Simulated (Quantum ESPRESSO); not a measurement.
## NaP3 (Pm-3m): zone-centre phonons: relaxing the cell and atoms

Quantum ESPRESSO 7.5; DFT LDA, scalar-relativistic, plane waves, GBRV ultrasoft pseudopotentials.

The structure was built from a prototype and need not be the compound's stable phase.

It takes space group Pm-3m (No. 221, cubic). The conventional cell has a = 3.650 Å, b = 3.650 Å, c = 3.650 Å, α = 90.00°, β = 90.00°, γ = 90.00°. Nearest to Na lie 12 P at 2.58 Å. P has 4 Na at 2.58 Å and 8 P at 2.58 Å nearest. Farther neighbours are not listed.

The steps of the relaxation:

```tsv
step	energy less that of the first step (eV)	largest force (eV/Å)	pressure (GPa)	volume (Å³)
1	0.0000	0.0000	27.26	48.64
2	-0.7372	0.0000	7.87	55.72
3	-0.8398	0.0000	1.85	59.21
4	-0.8471	0.0000	0.22	60.37
5	-0.8473	0.0000	0.01	60.54
6	-0.8473	0.0000	0.00	60.54
7	-0.8491	0.0000	-0.01	60.54
```

```tsv
conventional cell, symmetrised	before	after	change
a (Å)	3.650	3.927	+7.6 %
b (Å)	3.650	3.927	+7.6 %
c (Å)	3.650	3.927	+7.6 %
volume (Å³/atom)	12.16	15.14	+24.5 %
```

The relaxed structure:

```
Na P
1.0
     3.92663    0.00000    0.00000
     0.00000    3.92663    0.00000
     0.00000    0.00000    3.92663
Na P
1 3
Direct
  0.00000 0.00000 0.00000
  0.00000 0.50000 0.50000
  0.50000 0.50000 0.00000
  0.50000 0.00000 0.50000
```

The last row of the table of steps is pw.x's closing run on a basis chosen anew for the final cell, so its energy can jump.

Numbers from this step:

```yaml
volume_per_atom: 15.14 Å³
pressure: -0.005 GPa
```

The volume changes by +24.5 % from the cell with which this run began.

Q: Write an input that reproduces this.

The system, level and task follow from the heading and the kind of results. Meshes, cutoffs and thresholds can't be read from the results; these are the ones that the run used.

relax.in reads:

```
&CONTROL
  calculation   = 'vc-relax'
  prefix        = 'x'
  outdir        = './tmp'
  pseudo_dir    = './pseudo'
  tprnfor       = .true.
  tstress       = .true.
  forc_conv_thr = 2.0d-05
  etot_conv_thr = 1.0d-07
  nstep         = 40
/
&SYSTEM
  ibrav       = 1
  celldm(1)   = 6.89827514
  nat         = 4
  ntyp        = 2
  ecutwfc     = 45.0
  ecutrho     = 270.0
  occupations = 'smearing'
  smearing    = 'mv'
  degauss     = 0.02
/
&ELECTRONS
  conv_thr         = 1.0d-11
  mixing_beta      = 0.7
  electron_maxstep = 100
/
&IONS
/
&CELL
  press_conv_thr = 0.2
/
ATOMIC_SPECIES
 Na     22.9898  Na.upf
 P      30.9738  P.upf
ATOMIC_POSITIONS crystal
 Na     0.000000000   0.000000000   0.000000000
 P      0.000000000   0.500000000   0.500000000
 P      0.500000000   0.500000000   0.000000000
 P      0.500000000   0.000000000   0.500000000
K_POINTS automatic
 8 8 8 0 0 0
```

Started as:

```
> OMP_NUM_THREADS=1 mpirun -n 4 pw.x -nk 4 -in relax.in > relax.out
```

[Host names and launcher messages were left out of these logs when they were recorded.]

[Logs are printed without paths, hosts, clocks, repeated set-up lines and the standing remarks that a program may print on its own settings, such as how far it seeks lower states.]

[Hosts, paths, dates, database ids (printed as entryN), source tags and the programs' standing remarks are cut or masked in the printed files.]
